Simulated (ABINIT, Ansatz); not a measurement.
# A GW chain in ABINIT: YHSe (P-6m2)

How does a plane-wave GW calculation on YHSe (P-6m2) run from the first input to the gap?

Program: ABINIT 10.8.3. Level of theory: LDA and many-body steps on it, plane waves. Results are calculated unless marked as measured.

### Step 1. Starting point

It takes space group P-6m2 (No. 187, hexagonal). The conventional cell has a = 3.841 Å, b = 3.841 Å, c = 3.916 Å, α = 90.00°, β = 90.00°, γ = 120.00°. Nearest to Y lie 3 H at 2.22 Å and 6 Se at 2.96 Å. H has 3 Y at 2.22 Å nearest. Nearest to Se lie 6 H at 2.96 Å and 6 Y at 2.96 Å. Farther neighbours and most contacts between anions are not listed.

The cell and positions are those that the Materials Project relaxed with its own functionals (PBE, PBE+U or r2SCAN), kept fixed.

### Step 2. Ground state

This step: ABINIT 10.8.3; DFT, LDA, plane waves, norm-conserving pseudopotentials.

The ground-state density comes first.

File run.abi:

```
acell 3*1.0 Angstrom
rprim 
  3.840931335803 -0.000000000001 0.000000000000
  -1.920465667901 3.326344110998 0.000000000000
  0.000000000000 0.000000000000 3.915549560000
ntypat 3
znucl 39 1 34
natom 3
typat 1 2 3
xred 
  0.000000000000 0.000000000000 0.000000000000
  0.333333333333 0.666666666667 0.000000000000
  0.666666666667 0.333333333333 0.500000000000
pp_dirpath "pseudos"
pseudos "Y.upf, H.upf, Se.upf"
ecut 39
ngkpt 6 6 6
nshiftk 1
shiftk 0 0 0
kptopt 1
chksymbreak 0
nband 19
occopt 1
tolvrs 1e-10
nstep 60
prtwf 0
optforces 0
optstress 0
indata_prefix "in"
outdata_prefix "out"
tmpdata_prefix "tmp"
```

Command:

```
$ OMP_NUM_THREADS=1 mpirun -n 4 abinit run.abi > log
```

Numbers of over 12 decimals in the logs are rounded to 6 here.

What it wrote:

```text
.Version 10.8.3 of ABINIT. v10.8.2 released Aug 2026.

 Symmetries : space group P-6 m 2 (#187); Bravais hP (primitive hexag.)
================================================================================
 Values of the parameters that define the memory need of the present run
     intxc =       0    ionmov =       0      iscf =       7    lmnmax =       6
     lnmax =       6     mgfft =      45  mpssoang =       3    mqgrid =    3001
     natom =       3  nloc_mem =       1    nspden =       1   nspinor =       1
    nsppol =       1      nsym =      12    n1xccc =    2501    ntypat =       3
    occopt =       1   xclevel =       1
-    mband =          19        mffmem =           1         mkmem =           7
       mpw =        3950          nfft =       91125          nkpt =          28
================================================================================
  Rough estimation (10% accuracy) of disk space for files :
================================================================================

--------------------------------------------------------------------------------
------------- Echo of variables that govern the present computation ------------
--------------------------------------------------------------------------------
 -outvars: echo values of preprocessed input variables --------
            acell      1.8897261259E+00  1.8897261259E+00  1.8897261259E+00 Bohr

      chksymbreak           0
             ecut      3.90000000E+01 Hartree
-          fftalg         312

              ixc       -1012
              kpt      0.00000000E+00  0.00000000E+00  0.00000000E+00
                       1.66666667E-01  0.00000000E+00  0.00000000E+00
                       3.33333333E-01  0.00000000E+00  0.00000000E+00
                       5.00000000E-01  0.00000000E+00  0.00000000E+00
                       1.66666667E-01  1.66666667E-01  0.00000000E+00
                       3.33333333E-01  1.66666667E-01  0.00000000E+00
                       3.33333333E-01  3.33333333E-01  0.00000000E+00
                       0.00000000E+00  0.00000000E+00  1.66666667E-01
                       1.66666667E-01  0.00000000E+00  1.66666667E-01
   [... 17 further rows ...]
                       3.33333333E-01  1.66666667E-01  5.00000000E-01
                       3.33333333E-01  3.33333333E-01  5.00000000E-01
         kptrlatt        6    0    0      0    6    0      0    0    6
          kptrlen      4.35498498E+01
P           mkmem           7
            natom           3
            nband          19
            ngfft          45      45      45
             nkpt          28
            nstep          60
             nsym          12
           ntypat           3
              occ      2.000000  2.000000  2.000000  2.000000  2.000000  2.000000
                       2.000000  2.000000  2.000000  2.000000  2.000000  2.000000
                       2.000000  2.000000  0.000000  0.000000  0.000000  0.000000
                       0.000000
        optforces           0
        optstress           0
            prtwf           0
            rprim      3.8409313358E+00 -1.0000000000E-12  0.0000000000E+00
[...]
spgroup         187

           tolvrs      1.00000000E-10

             xred      0.0000000000E+00  0.0000000000E+00  0.0000000000E+00
[...]
znucl       39.00000    1.00000   34.00000

================================================================================

 chkinp: Checking input parameters for consistency.

================================================================================
== DATASET  1 ==================================================================
-   mpi_nproc: 4, omp_nthreads: 1 (-1 if OMP is not activated)

--- !DatasetInfo
iteration_state: {dtset: 1, }
dimensions: {natom: 3, nkpt: 28, mband: 19, nsppol: 1, nspinor: 1, nspden: 1, mpw: 3950, }
cutoff_energies: {ecut:  39.0, pawecutdg:  -1.0, }
electrons: {nelect:   2.80000000E+01, charge:   0.00000000E+00, occopt:   1.00000000E+00, tsmear:   1.00000000E-02, }

 Real(R)+Recip(G) space primitive vectors, cartesian coordinates (Bohr,Bohr^-1):
 R(1)=  7.2583083  0.0000000  0.0000000  G(1)=  0.1377732  0.0795434  0.0000000
 R(2)= -3.6291541  6.2858794  0.0000000  G(2)=  0.0000000  0.1590867  0.0000000
 R(3)=  0.0000000  0.0000000  7.3993163  G(3)=  0.0000000  0.0000000  0.1351476
 Unit cell volume ucvol=  3.3759270E+02 bohr^3
 Angles (23,13,12)=  9.00000000E+01  9.00000000E+01  1.20000000E+02 degrees

 getcut: wavevector=  0.0000  0.0000  0.0000  ngfft=  45  45  45
         ecut(hartree)=     39.000   => boxcut(ratio)=   2.11526

--- Pseudopotential description ------------------------------------------------
- Y Generated using ONCVPSP code by D. R. Hamann
- 39.00000  11.00000  180309                  znucl, zion, pspdat
12 -1012 2 -1 1724                            pspcod,pspxc,lmax,lloc,mmax
     nproj     2     2     2
  pspatm : epsatm=   18.49213021
         --- l  ekb(1:nproj) -->
[...]
pspatm: atomic psp has been read  and splines computed

- H Generated using ONCVPSP code by D. R. Hamann
-  1.00000   1.00000  180309                  znucl, zion, pspdat
12 -1012 1 -1 1180                            pspcod,pspxc,lmax,lloc,mmax
     nproj     2     1     0
  pspatm : epsatm=    0.35439867
         --- l  ekb(1:nproj) -->
[...]
1   -0.275071
 pspatm: atomic psp has been read  and splines computed

- Se Generated using ONCVPSP code by D. R. Hamann
- 34.00000  16.00000  180309                  znucl, zion, pspdat
12 -1012 2 -1 1198                            pspcod,pspxc,lmax,lloc,mmax
     nproj     2     2     2
  pspatm : epsatm=   28.37707470
         --- l  ekb(1:nproj) -->
[...]
pspatm: atomic psp has been read  and splines computed

   1.32226090E+03                                ecore*ucvol(ha*bohr**3)
--------------------------------------------------------------------------------

_setup2: Arith. and geom. avg. npw (full set) are    3927.384    3927.375

================================================================================

--- !BeginCycle
iteration_state: {dtset: 1, }
solver: {iscf: 7, nstep: 60, nline: 4, wfoptalg: 0, }
tolerances: {tolvrs: 1.00E-10, }

     iter   Etot(hartree)      deltaE(h)  residm     vres2
 ETOT  1  -162.09640028192    -1.621E+02 1.954E+00 1.037E+02
 ETOT  2  -162.78051383108    -6.841E-01 4.637E-02 3.758E+01
 ETOT  3  -162.78414079645    -3.627E-03 7.967E-03 1.577E-01
 ETOT  4  -162.78416402869    -2.323E-05 7.040E-03 1.743E-02
 ETOT  5  -162.78416522836    -1.200E-06 2.570E-03 3.296E-03
 ETOT  6  -162.78416552988    -3.015E-07 4.010E-03 2.501E-04
 ETOT  7  -162.78416555465    -2.477E-08 7.503E-04 4.520E-07
 ETOT  8  -162.78416555469    -3.516E-11 6.439E-04 1.302E-07
 ETOT  9  -162.78416555469    -7.390E-12 7.483E-04 3.905E-09
 ETOT 10  -162.78416555469    -5.400E-13 5.464E-04 1.606E-11

 At SCF step   10       vres2   =  1.61E-11 < tolvrs=  1.00E-10 =>converged.

--- !ResultsGS
iteration_state: {dtset: 1, }
comment   : Summary of ground state results
lattice_vectors:
- [  7.2583083,  -0.0000000,   0.0000000, ]
- [ -3.6291541,   6.2858794,   0.0000000, ]
- [  0.0000000,   0.0000000,   7.3993163, ]
lattice_lengths: [   7.25831,    7.25831,    7.39932, ]
lattice_angles: [ 90.000,  90.000, 120.000, ] # degrees, (23, 13, 12)
lattice_volume:   3.3759270E+02
convergence: {deltae: -5.400E-13, res2:  1.606E-11, residm:  5.464E-04, diffor:  0.000E+00, }
etotal    :  -1.62784166E+02
entropy   :   0.00000000E+00
fermie    :   2.48575670E-01
cartesian_stress_tensor: null
pressure_GPa: null
xred      :
- [  0.0000E+00,   0.0000E+00,   0.0000E+00,  Y]
- [  3.3333E-01,   6.6667E-01,   0.0000E+00,  H]
- [  6.6667E-01,   3.3333E-01,   5.0000E-01, Se]
cartesian_forces: null
force_length_stats: {min: null, max: null, mean: null, }

 Integrated electronic density in atomic spheres:
 ------------------------------------------------
 Atom  Sphere_radius  Integrated_density
[...]
3        2.00000         13.30021260
================================================================================

 ----iterations are completed or convergence reached----

 Mean square residual over all n,k,spin=   16.307E-07; max=  54.637E-05
 reduced coordinates (array xred) for    3 atoms
       0.000000000000      0.000000000000      0.000000000000
       0.333333333333      0.666666666667      0.000000000000
       0.666666666667      0.333333333333      0.500000000000
 rms dE/dt=  0.0000E+00; max dE/dt=  0.0000E+00; dE/dt below (all hartree)
    1       0.000000000000      0.000000000000      0.000000000000
    2       0.000000000000      0.000000000000      0.000000000000
    3       0.000000000000      0.000000000000      0.000000000000

 cartesian coordinates (angstrom) at end:
    1      0.000000     0.000000     0.000000
    2      3.3e-13     2.217563     0.000000
    3      1.920466     1.108781     1.957775
 length scales=  1.889726125908  1.889726125908  1.889726125908 bohr
              =  1.000000000000  1.000000000000  1.000000000000 angstroms
 prteigrs : about to open file out_EIG
 Fermi (or HOMO) energy (hartree) =   0.24858   Average Vxc (hartree)=  -0.40571
 Eigenvalues (hartree) for nkpt=  28  k points:
 kpt#   1, nband= 19, wtk=  0.00463, kpt=  0.0000  0.0000  0.0000 (reduced coord)
  -1.48686   -1.48666   -1.48666   -1.48526   -1.48526   -1.29571   -0.56179   -0.55818
  -0.55818   -0.23769    0.11694    0.18664    0.19116    0.19116    0.29874    0.38596
   0.38596    0.39330    0.39330
 prteigrs : prtvol=0 or 1, do not print more k-points.

--- !EnergyTerms
iteration_state     : {dtset: 1, }
comment             : Components of total free energy in Hartree
kinetic             :  9.03584216143342E+01
hartree             :  4.10264737214308E+01
xc                  : -3.21965858669039E+01
Ewald energy        : -9.78865436156157E+01
psp_core            :  3.91673428891598E+00
local_psp           : -1.21270735126511E+02
non_local_psp       : -4.67319305703455E+01
total_energy        : -1.62784165554695E+02
total_energy_eV     : -4.42958280363852E+03
band_energy         : -2.01021278841055E+01

== END DATASET(S) ==============================================================
================================================================================

 -outvars: echo values of variables after computation  --------
           etotal     -1.6278416555E+02
            nband          19
             nkpt          28
          spgroup         187
 [... the other variables as echoed above ...]

 Calculation completed.
```

Wall time 38 s (4 MPI ranks of Arm Neoverse N1, shared host); peak memory 0.34 GiB; 2.5 min of CPU time.

This step gave:

| Property | Result |
| --- | --- |
| total energy | -4429.5828 eV |
| gap | 1.365 eV |
| k of the valence top | 0, 0, 0.5 |
| k of the conduction bottom | 0, 0, 0 |
| least direct gap | 1.739 eV |

The gap is indirect, with the least direct gap 0.37 eV higher.

[end of part 1 of 3]

[Paths, hosts, dates, memory and timing lines, banners, echoed tables and standing remarks are left out of the program output.]

[Logs are printed without paths, hosts, clocks, repeated set-up lines and the standing remarks that a program may print on its own settings, such as how far it seeks lower states.]

[Runs of the session that timed out or met a known fault of the program may be left out.]

[Hosts, paths, dates, database ids (printed as entryN), source tags and the programs' standing remarks are cut or masked in the printed files.]

[G0W0 gaps are taken among the corrected bands and points alone; a level outside them can change the order at an edge.]

[Where Ansatz stands beside ABINIT at settings called matched, ABINIT's density can come from a denser mesh and the files from another edition; pairs whose starting gaps differed by over 0.03 eV were left out, so agreement reads better than it is.]
